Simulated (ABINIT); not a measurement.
# Calculated records

```
! title: Quasiparticle gap of K2Pt (Fm-3m) in ABINIT
! method: RPA screening on LDA, plane waves, norm-conserving pseudopotentials (and 2 further levels or steps)
! program: ABINIT 10.8.3
! settings: cutoff 34 Ha, PseudoDojo scalar-relativistic 0.4.1 standard, norm-conserving, ngkpt (2, 2, 2), nband 89, ecuteps 3.9 Ha, inclvkb 2, shiftk (0, 0, 0), symchi 1, awtr 1, frequency ppm, 2×2×2 k-mesh
! cost: 5 runs, 2.1 min in all on 4 MPI ranks of Arm Neoverse V2, shared host
! notes: The program’s warnings: nproc spkpt=  >= nkpt= * nsppol=. The cell and positions are those that the Materials Project relaxed with its own functionals (PBE, PBE+U or r2SCAN), kept fixed. Limits: no spin polarisation; d states lean on the start; no spin-orbit coupling. The 2×2×2 mesh is coarse for this cell, which bears on the long-range parts of exchange and screening. The runs have no spin polarisation. For a closed low-spin shell that is the natural state; where a d or f shell is open it is a constraint, and the gap is then not the crystal’s own.
! LDA gap: 1.31 eV, indirect
! G0W0 gap on the mesh: 2.00 eV
! GW settings: 2×2×2 mesh, 89 bands, screening to 106.1 eV, Godby-Needs plasmon pole
! known limits: short of the basis limit; no spin polarisation; d states lean on the start; no spin-orbit coupling; coarse k mesh
CELL_PARAMETERS angstrom
0.00000 3.78146 3.78146
3.78146 0.00000 3.78146
3.78146 3.78146 0.00000
ATOMIC_POSITIONS crystal
K 0.75000 0.75000 0.75000
K 0.25000 0.25000 0.25000
Pt 0.00000 0.00000 0.00000
```

[Long decimals in the printed logs are rounded to 6 places.]

[Logs are printed without paths, hosts, clocks, repeated set-up lines and the standing remarks that a program may print on its own settings, such as how far it seeks lower states.]

[Paths, hosts, dates, memory and timing lines, banners, echoed tables and standing remarks are left out of the program output; an Ansatz launch command may be rebuilt from the run's recorded settings. Measured values are a selection of at most five: reports struck by readers or far from the other reports are left out. None is set beside runs whose start may be inverted or whose files or cutoffs have a known fault.]

[Runs of the session that timed out or met a known fault of the program may be left out.]

[Hosts, paths, dates, database ids (printed as entryN), source tags and the programs' standing remarks are cut or masked in the printed files.]

[G0W0 gaps are taken among the corrected bands and points alone; a level outside them can change the order at an edge.]

[Where Ansatz stands beside ABINIT at settings called matched, ABINIT's density can come from a denser mesh and the files from another edition; pairs whose starting gaps differed by over 0.03 eV were left out, so agreement reads better than it is.]
